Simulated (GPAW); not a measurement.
```
Quasiparticle gap of CaI2 (1T monolayer) in GPAW
1.0
     4.36248    0.00000    0.00000
    -2.18124    3.77802    0.00000
     0.00000    0.00000   14.70000
Ca I
1 2
Direct
  0.00000 0.00000 0.50000
  0.33333 0.66667 0.61900
  0.66667 0.33333 0.38100
# method: DFT, LDA, plane waves, PAW (and 1 further level or step)
# program: GPAW 26.7.0
# settings: cutoff 450 eV, GPAW PAW setups 1.2.1 data release, 6×6×1 k-mesh, nbands 403
# notes: The structure was relaxed with LDA. Limits: no spin-orbit coupling.
# LDA gap: 3.59 eV, indirect
# G0W0 gap on the mesh: 6.46 eV
# GW settings: 6×6×1 mesh, 182 bands, screening to 48 eV, full frequency, Hilbert transform
# known limits: short of the basis limit; no spin-orbit coupling
```

[Long decimals in the printed logs are rounded to 6 places.]

[Logs are printed without paths, hosts, clocks, repeated set-up lines and the standing remarks that a program may print on its own settings, such as how far it seeks lower states.]

[Paths, hosts, dates, memory and timing lines, banners, echoed tables and standing remarks are left out of the program output; an Ansatz launch command may be rebuilt from the run's recorded settings. Measured values are a selection of at most five: reports struck by readers or far from the other reports are left out. None is set beside runs whose start may be inverted or whose files or cutoffs have a known fault.]

[Runs of the session that timed out or met a known fault of the program may be left out.]

[Hosts, paths, dates, database ids (printed as entryN), source tags and the programs' standing remarks are cut or masked in the printed files.]

[Where the starting crystal was built by hand or by swapping elements, it need not be the compound's stable phase.]
